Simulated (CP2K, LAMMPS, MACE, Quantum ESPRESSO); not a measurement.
# Pressure against volume in a static frame of polycarbonate of ethylene with Li+ PF6- (capped chains of 4 units) from 300 K (104 atoms), MACE MPA-0 medium

Density of this cell: 1.38 g/cm³. The cell holds 104 atoms: 28 C, 24 O, 44 H, 1 P, 6 F and 1 Li. Cell: a = 10.342 Å, b = 10.342 Å, c = 10.342 Å, α = 90.0°, β = 90.0°, γ = 90.0°. 2 polycarbonate of ethylene chains of 4 units with methyl end groups, 1 Li+, 1 PF6- placed at random, at 1.38 g/cm³; overlaps pushed apart, then 20 ps at 800 K with stiff harmonic cages for PF6 and BF4 with UFF radii; Joung-Cheatham ions (J. Phys. Chem. B 112, 9020 (2008)); MMFF94 bonds, angles, torsions, charges and radii (Halgren, J. Comput. Chem. 17, 490 (1996)) in harmonic and 12-6 forms; charges of ions scaled by 0.8. Snapshot after 30 ps at 300 K and fixed volume. Then the atoms were relaxed with MACE MPA-0 medium in the fixed cell. Then the atoms were relaxed with CP2K double zeta, PBE+D3(BJ). That run stopped short of its end.

Calculated with MACE MPA-0 medium: MACE MPA-0 medium, trained on PBE(+U) plane-wave data, no dispersion term. The unchanged cell has V0 = 10.635 Å³ an atom and P0 = 0.654 GPa. It is scaled evenly, and CP2K double zeta, PBE+D3(BJ) relaxes the atoms at each volume before the single point.

| volume (Å³/atom) | pressure (GPa) |
| --- | --- |
| 9.9972 | 1.706 |
| 10.316 | ? |
| 10.954 | 0.1098 |
| 11.273 | 0.037 |

Task: Fit a second-order expansion in ln V to the rows given and interpolate to the withheld row.

**Working.**

To second order in u = ln(V/V0), P = P0 − B u + ½ B B′ u², with B the bulk modulus at V0 and B′ its pressure derivative. So v = (P − P0)/u is a line in u, with intercept −B and slope ½ B B′.

```
         u   v (GPa)
-0.0618754  -16.9954
 0.0295588  -18.4108
 0.0582689  -10.5888
```

With n = 3: mean u = 0.00865077, mean v = -15.3317, Σ(u − ū)² = 0.0078730, Σ(u − ū)(v − v̄) = 0.28829. Slope b = 0.28829 / 0.0078730 = 36.618; intercept a = v̄ − b ū = -15.648.

So B = 15.6 GPa and B′ = 2b/B = 4.7. At the withheld volume u = -0.03046, v = a + b u = -16.76 GPa, and P = P0 + u v.

Prediction at 10.316: 1.165 GPa. The run gave 1.135 GPa, so the fit is high by 0.030 GPa (2.6 % of the value).

B′ = 4.7 rests on three points. Among the rows given, the largest miss of the fit is at 11.273, by 0.17 GPa (10 % of the range of the table).

Limits: Static cells at zero temperature, with the cell shape held. Some relaxations stopped short of their force threshold. The atoms follow CP2K double zeta, PBE+D3(BJ), not this level's own minimum.

[Logs are printed without paths, hosts, clocks, repeated set-up lines and the standing remarks that a program may print on its own settings, such as how far it seeks lower states.]

[Hosts, paths, dates, database ids (printed as entryN), source tags and the programs' standing remarks are cut or masked in the printed files.]

[The MMFF94 radii named for the starting cell were scaled by 0.96; in molecules described by MMFF94, hydrogen bound to N, O or S took a small fixed 12-6 site in their place.]
